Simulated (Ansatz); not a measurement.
# (KF)1(LiBr)3 [001] superlattice, started as rocksalt type: the cell at rest, part 2 of 2

Aim: bring (KF)1(LiBr)3 [001] superlattice, started as rocksalt type to small forces and stress, as phonons need.

Ansatz 0.2.0; DFT PBEsol, scalar-relativistic, plane waves, PAW.

So far. Step 2 (Probe on a coarse mesh): The coarse mesh shows a gap of 4.83 eV and a pressure of 0.7 GPa.

The structure was built from a prototype and need not be the compound's stable phase.

## Step 4: Bringing the structure to rest (continued)

Electrostatic potential energy in the ac plane at fractional y = 0.000, with atoms of Br and K and Li within 0.2 Å of it. With pseudopotentials it is smooth inside the atoms' cores, unlike the true potential.

Values in eV, 24 rows by 14 columns, each cell a mean:
```
-41 -36 -24  -6   2   6   7   7   7   5   1 -11 -28 -38
-13 -10  -3   3   5   7   7   8   7   6   5   1  -5 -11
  4   5   5   6   7   7   8   8   8   7   7   6   5   4
  5   5   6   7   7   8   8   8   8   8   7   7   6   5
-18 -13  -3   4   6   7   7   8   7   7   6   2  -6 -14
-64 -60 -40  -8   3   6   7   7   7   5   2 -17 -46 -62
-68 -67 -53 -15   1   6   7   7   7   5   0 -27 -59 -68
-49 -41 -21  -2   4   7   7   7   7   6   4  -6 -26 -43
  0   2   4   6   7   8   8   8   8   7   7   5   3   1
  4   4   5   6   7   8   8   8   8   7   7   6   5   4
 -9  -6   0   4   6   7   7   8   7   7   5   3  -1  -7
-33 -25 -11   1   4   6   7   7   7   6   4  -2 -15 -27
-24 -18  -7   2   5   6   7   7   7   6   4   0 -10 -20
 -1   0   3   5   6   7   8   8   7   7   6   4   2   0
  4   5   5   7   7   8   8   8   8   8   7   6   5   4
-13  -8  -1   4   6   7   8   8   8   7   6   3  -3 -10
-64 -59 -38  -8   3   6   7   7   7   6   2 -16 -45 -61
-68 -68 -54 -16   1   6   7   7   7   5   0 -28 -60 -68
-51 -43 -23  -2   4   7   7   7   7   6   4  -7 -29 -46
 -3  -1   3   5   7   7   8   8   8   7   7   5   2  -1
  6   6   6   7   7   8   8   8   8   8   7   7   6   6
  1   2   4   5   6   7   8   8   8   7   6   5   3   2
-27 -22 -11   0   4   6   7   8   7   6   4  -3 -14 -23
-45 -42 -30  -9   2   6   7   7   7   5   0 -16 -34 -43
```
Columns run along a (3.7 Å; values clipped at the 3rd and 97th percentile), rows up along c (11.8 Å). Atoms in or near the plane, at fractional coordinates: Br at (0.00, 0.27), Br at (0.00, 0.73), K at (0.00, 0.00), Li at (0.00, 0.50).

ELF in the ac plane at fractional y = 0.000, with atoms of Br and K and Li within 0.2 Å of it. It is the smooth field of the valence electrons, not physical close to the nuclei.

Ten even steps from '0' (0.05 × 1e-1) to '9' (9.68 × 1e-1), each cell a mean:
```
78874000015888
87641000001577
11000000000001
55432100013445
88886410147888
24788510268863
01688510268840
67887410157887
88763100024688
33210000000133
21000000000002
99300000000049
86100000000037
00000000000000
66531000001356
98875200136889
24787510268874
01688610268840
57887510268886
88875200136788
22211000001122
33200000000123
88862000003788
67885000016887
```
Columns run along a (3.7 Å), rows up along c (11.8 Å). Atoms in or near the plane, at fractional coordinates: Br at (0.00, 0.27), Br at (0.00, 0.73), K at (0.00, 0.00), Li at (0.00, 0.50).

Valence density in the ac plane at fractional y = 0.000, with atoms of Br and K and Li within 0.2 Å of it. It is the smooth field of the valence electrons, not physical close to the nuclei.

Ten steps, logarithmic in the rise over the least value, from '_' (0.0 e/Å³) to '@' (6.5 e/Å³), each cell a mean:
```
%%%%##++--..______..--**##%%
**++==::..__________..--++**
::::..________________....::
::::::....__________....::::
++++==--::..____....::==++++
++++**++==::......::==++**++
--++**++==::......--==****==
****++==--::......::--++++**
====--::....______..::----==
::......____________......::
++--..__________________::==
@@%%==..................**@@
%%##--..__..........__..==##
::....__________________....
--::::....__________....::::
++++==--::..____....::--==++
++****++--::......::==++**++
--++**++==::......--==****==
****++==--::......::--++++**
====--::::..______..::--====
::......______________....::
----::..______________..::--
####**--::________..::==**##
%%%%##++--..______..--**%%%%
```
Columns run along a (3.7 Å), rows up along c (11.8 Å). Atoms in or near the plane, at fractional coordinates: Br at (0.00, 0.27), Br at (0.00, 0.73), K at (0.00, 0.00), Li at (0.00, 0.50).

In this step the volume went from 20.37 to 20.71 Å³/atom.

## Step 5: Tight relaxation

Phonons need a cell at rest on their own settings, so the relaxation is repeated with tight tolerances on forces and stress, using the mesh and the filling of the phonon run that follows.

Contents of input.yaml:

```yaml
crystal:
  lattice:
    - [2.6469056264, 2.6469056264, 0.0]
    - [-2.6469056264, 2.6469056264, 0.0]
    - [0.0, 0.0, 11.8235210293]
  atoms:
    - { symbol: Br, position: [0.0, 0.0, 0.2693482331] }
    - { symbol: Br, position: [0.5, 0.5, 0.5] }
    - { symbol: Br, position: [0.0, 0.0, 0.7306517669] }
    - { symbol: F, position: [0.5, 0.5, 0.0] }
    - { symbol: K, position: [0.0, 0.0, 0.0] }
    - { symbol: Li, position: [0.5, 0.5, 0.268251152] }
    - { symbol: Li, position: [0.0, 0.0, 0.5] }
    - { symbol: Li, position: [0.5, 0.5, 0.731748848] }
kpoints:
  mp_grid: { grid: [8, 8, 2] }
hamiltonian:
  xc: pbesol
scf:
  occupations: { method: fixed }
output:
  forces: true
  stress: true
  eigenvalues: true
relax:
  adjacent_minimum: "off"
  f_tol: 0.001
  max_steps: 60
  cell: { stress_tol: 0.01 }
```

Started as:

```sh
> ansatz run input.yaml --threads 8 --pin off --max-ram 14336MiB --backend cpu --events-out ev --progress --plain --runs-dir out
```

Numbers of over 12 decimals in the logs are rounded to 6 here.

The log of the run:

```text
[...]
Crystal: 8 atoms, lattice volume = 165.674 Å³
Basis set: ecut = 420 eV, 3239 PW (Γ), exchange–correlation on 54×54×160 points (8 copies of the dense FFT grid, shifted against one another)
Bands: 31, of which v1, the nominal top of the filled ones, is band 23 counted from 1 (22 counted from 0)
Symmetry: 16 space group operations
[...]
k-points: 30 of 128
[...]
- [2.646559, 2.646559, 0.0]
    - [-2.646559, 2.646559, 0.0]
    - [0.0, 0.0, 11.830252]
  atoms:
    - { symbol: Br, position: [0, 0, 0.269384] }
    - { symbol: Br, position: [0.5, 0.5, 0.5] }
    - { symbol: Br, position: [0, 0, 0.730616] }
    - { symbol: F, position: [0.5, 0.5, 0.0] }
    - { symbol: K, position: [0, 0, 0.0] }
    - { symbol: Li, position: [0.5, 0.5, 0.268447] }
    - { symbol: Li, position: [0, 0, 0.5] }
    - { symbol: Li, position: [0.5, 0.5, 0.731553] }
[key lines of the parts left out:]
SCF converged after 7 iterations
Free energy (F): -11146.456170 eV
Fermi energy:    1.710337 eV
P = ⅓ Tr σ = -0.0001 GPa (-0.001 kbar)
```

Elapsed: 7.1 s, on 8 threads of Arm Neoverse V2, shared host; peak memory 0.8 GiB; 52 s of CPU time.

Little changed from the start: no atom moved by 0.005 Å and no cell edge by 0.1 %.

This step gave:

```yaml
pressure: -7.56e-5 GPa
gap_on_the_k_mesh: 4.964 eV
volume_per_atom: 20.72 Å³
direct_gap_on_mesh: 4.974 eV
```

The largest force component left is 0.010 meV/Å and the pressure is 0.000 GPa, within the tolerances set. The cell now holds 20.72 Å³/atom.

## Step 6: Outcome

| Item | Value |
| --- | --- |
| space group after relaxation (within 0.01 Å) | P4/mmm |
| lattice constant a | 3.743 Å |
| lattice constant b | 3.743 Å |
| lattice constant c | 11.830 Å |
| volume per atom | 20.7 Å³ |
| gap on the k-mesh | 4.96 eV |

What this shows: The largest force component left is 0.010 meV/Å and the pressure is 0.000 GPa, within the tolerances set. The cell now holds 20.72 Å³/atom. The relaxation keeps the symmetry of its start, so it says nothing on stability against lower symmetry. The starting cell was built on a prototype and not taken from a measurement, so the phase need not exist.

[Logs are printed without paths, hosts, clocks, repeated set-up lines and the standing remarks that a program may print on its own settings, such as how far it seeks lower states.]

[Hosts, paths, dates, database ids (printed as entryN), source tags and the programs' standing remarks are cut or masked in the printed files.]
